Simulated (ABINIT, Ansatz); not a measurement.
Planning a run of ABINIT 10.8.3 on Sr2NbGaO6 (Fm-3m). The input:

```
acell 3*1.0 Angstrom
rprim 
  0.000000000000 4.000204000000 4.000204000000
  4.000204000000 0.000000000000 4.000204000000
  4.000204000000 4.000204000000 0.000000000000
ntypat 4
znucl 38 41 31 8
natom 10
typat 1 1 2 3 4 4 4 4 4 4
xred 
  0.250000000000 0.250000000000 0.250000000000
  0.750000000000 0.750000000000 0.750000000000
  0.000000000000 0.000000000000 0.000000000000
  0.500000000000 0.500000000000 0.500000000000
  0.749216000000 0.250784000000 0.250784000000
  0.250784000000 0.749216000000 0.749216000000
  0.250784000000 0.250784000000 0.749216000000
  0.749216000000 0.749216000000 0.250784000000
  0.250784000000 0.749216000000 0.250784000000
  0.749216000000 0.250784000000 0.749216000000
pp_dirpath "pseudos"
pseudos "Sr.upf, Nb.upf, Ga.upf, O.upf"
ecut 37
ngkpt 2 2 2
nshiftk 1
shiftk 0 0 0
kptopt 1
chksymbreak 0
istwfk *1
occopt 1
irdwfk 1
optdriver 3
nband 125
ecuteps 4.2
inclvkb 2
awtr 1
symchi 1
gwcalctyp 2
nfreqre 16
freqremax 40 eV
nfreqim 8
spmeth 1
nomegasf 120
indata_prefix "in"
outdata_prefix "out"
tmpdata_prefix "tmp"
```

```sh
OMP_NUM_THREADS=1 mpirun -n 4 abinit run.abi > log
```

Q: How long will it take on 4 MPI ranks of Intel Xeon 6975P-C (Granite Rapids), shared host, and how much memory?

It took 56 s; on shared hardware allow 28 s to 1.9 min. Peak host memory was 2.4 GiB.

[Paths, hosts, dates, memory and timing lines, banners, echoed tables and standing remarks are left out of the program output.]

[Logs are printed without paths, hosts, clocks, repeated set-up lines and the standing remarks that a program may print on its own settings, such as how far it seeks lower states.]

[Runs of the session that timed out or met a known fault of the program may be left out.]

[Hosts, paths, dates, database ids (printed as entryN), source tags and the programs' standing remarks are cut or masked in the printed files.]

[G0W0 gaps are taken among the corrected bands and points alone; a level outside them can change the order at an edge.]

[Where Ansatz stands beside ABINIT at settings called matched, ABINIT's density can come from a denser mesh and the files from another edition; pairs whose starting gaps differed by over 0.03 eV were left out, so agreement reads better than it is.]
